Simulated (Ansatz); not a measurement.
## Work function of Hf(0001): what the settings cost and change: cost of one run

Ansatz 0.2.0; plane-wave DFT, PBE, Ansatz PAW. The cell holds 7 atoms.

input.yaml reads:

```yaml
crystal:
  lattice:
    - [3.2, 0.0, 0.0]
    - [1.6, 2.7712812921, 0.0]
    - [0.0, 0.0, 33.1872]
  atoms:
    - { symbol: Hf, position: [0.0, 0.0, 0.2711888921] }
    - { symbol: Hf, position: [0.6666666667, 0.6666666667, 0.3474592614] }
    - { symbol: Hf, position: [0.0, 0.0, 0.4237296307] }
    - { symbol: Hf, position: [0.6666666667, 0.6666666667, 0.5] }
    - { symbol: Hf, position: [0.0, 0.0, 0.5762703693] }
    - { symbol: Hf, position: [0.6666666667, 0.6666666667, 0.6525407386] }
    - { symbol: Hf, position: [0.0, 0.0, 0.7288111079] }
kpoints:
  mp_grid: { grid: [15, 15, 1] }
hamiltonian:
  xc: pbe
scf:
  occupations: { method: gaussian, width: 0.05 }
  convergence: { dr2_threshold: 1.0e-09 }
efield:
  axis: 3
  dipole_correction: true
  ramp_position: 0.97
  ramp_width: 0.06
output:
  write_potential: true
  write_density: true
  volumetric_format: npy
```

On the command line:

```sh
> ansatz run input.yaml --threads 2 --pin off --max-ram 3072MiB --backend cpu --events-out ev --progress --plain --runs-dir out
```

For reference, a run of the same kind (7 atoms, 52 k-points, 110 bands and 5,811 plane waves; 13 SCF cycles) took 5.5 min and 1.8 GiB on the same hardware.

What time and memory should one allow on 2 threads of Arm Neoverse N1, shared host?

At two electrons a band, the 182 electrons need 91 bands, and 19 more are carried. The run has 27 k-points, 110 bands and 5,811 plane waves. Taking the work of a cycle as k-points × spins × bands × plane waves, that is 0.52 times the reference, or 2.9 min at the reference's 13 cycles. The run needed as many. One copy of the wavefunctions takes 0.26 GiB at 16 bytes a coefficient, against 0.5 GiB in the reference; grids, projectors and work arrays come on top. Measured: about 2.7 min, with a peak of 1.2 GiB. The estimate holds within 25 %.

[Logs are printed without paths, hosts, clocks, repeated set-up lines and the standing remarks that a program may print on its own settings, such as how far it seeks lower states.]

[Hosts, paths, dates, database ids (printed as entryN), source tags and the programs' standing remarks are cut or masked in the printed files.]

[Maps of the electrostatic potential energy from Ansatz leave out the sawtooth potential of an applied field or a dipole correction, so their vacuum need not be flat; planar profiles and work functions include it.]
